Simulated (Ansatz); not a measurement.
**Zn (P6_3/mmc): the Drude term of Re ε in the infrared**

Re ε of Zn (P6_3/mmc) along x at low photon energies is read from one computed spectrum; the carriers' damping was typed as γ = 0.1 eV. x, y and z are the Cartesian axes of the input cell.

Cell: a, b, c = 2.670, 2.670, 4.966 Å (primitive vectors), 2 atoms.

Method: Ansatz 0.2.0, PBE, independent particles, k-mesh 15×15×7 with interpolation inside its cells, Gaussian parameter 0.1 eV.

Launch of the response step: `ansatz run input.yaml --threads 4 --pin off --max-ram 8192MiB --backend cpu --events-out ev --progress --plain --runs-dir out`. The run took 68 s, on 4 threads of Arm Neoverse V1 (shared host).

```tsv
photon energy E (eV)	wavelength (µm)	Re ε
0.25	4.96	-984.9
0.30	4.13	-702.6
0.35	3.54	-519.3
0.40	3.10	-394.9
0.50	2.48	-242.2
0.60	2.07	-155.4
0.70	1.77	?
```

A Drude term over a constant background gives Re ε = ε_b − ωp²/(E² + γ²), linear in 1/(E² + γ²).

Working, on the rows shown:

| x = 1/(E² + γ²) (eV⁻²) | y = Re ε |
| --- | --- |
| 13.7931 | -984.9 |
| 10 | -702.6 |
| 7.54717 | -519.3 |
| 5.88235 | -394.9 |
| 3.84615 | -242.2 |
| 2.7027 | -155.4 |

Means: x̄ = 7.2952, ȳ = -499.88. Σ(x − x̄)(y − ȳ) = -6324, Σ(x − x̄)² = 84.59. Slope = -6324 / 84.59 = -74.76; intercept = ȳ − slope · x̄ = 45.537. The line misses the rows shown by at most 1.1.

Task: What does the fit predict for the withheld row, and how well does it do?

Result: At x = 2 the line gives y = -103.99. The run gave -100.2, so the extrapolation is off by 3.8, 0.4 % of the range in the table.

Refitted with all rows, the slope is -74.92 and the intercept 47.114. These give ωp = √(−slope) = 8.66 eV, against 8.49 eV from the program's Fermi-surface sum, and an intercept of 47.1. Taking the program's Drude term off the rows leaves 9 at the lowest energy and 44 at the highest, so the background isn't constant: interband transitions lie in or near the window, and neither fitted number can be trusted. The cell comes from an older database entry, whose edges can be off by a per cent or so. The values come from a sum over the points of one k-mesh and carry its error, which is largest for Fermi-surface quantities.

[Logs are printed without paths, hosts, clocks, repeated set-up lines and the standing remarks that a program may print on its own settings, such as how far it seeks lower states.]
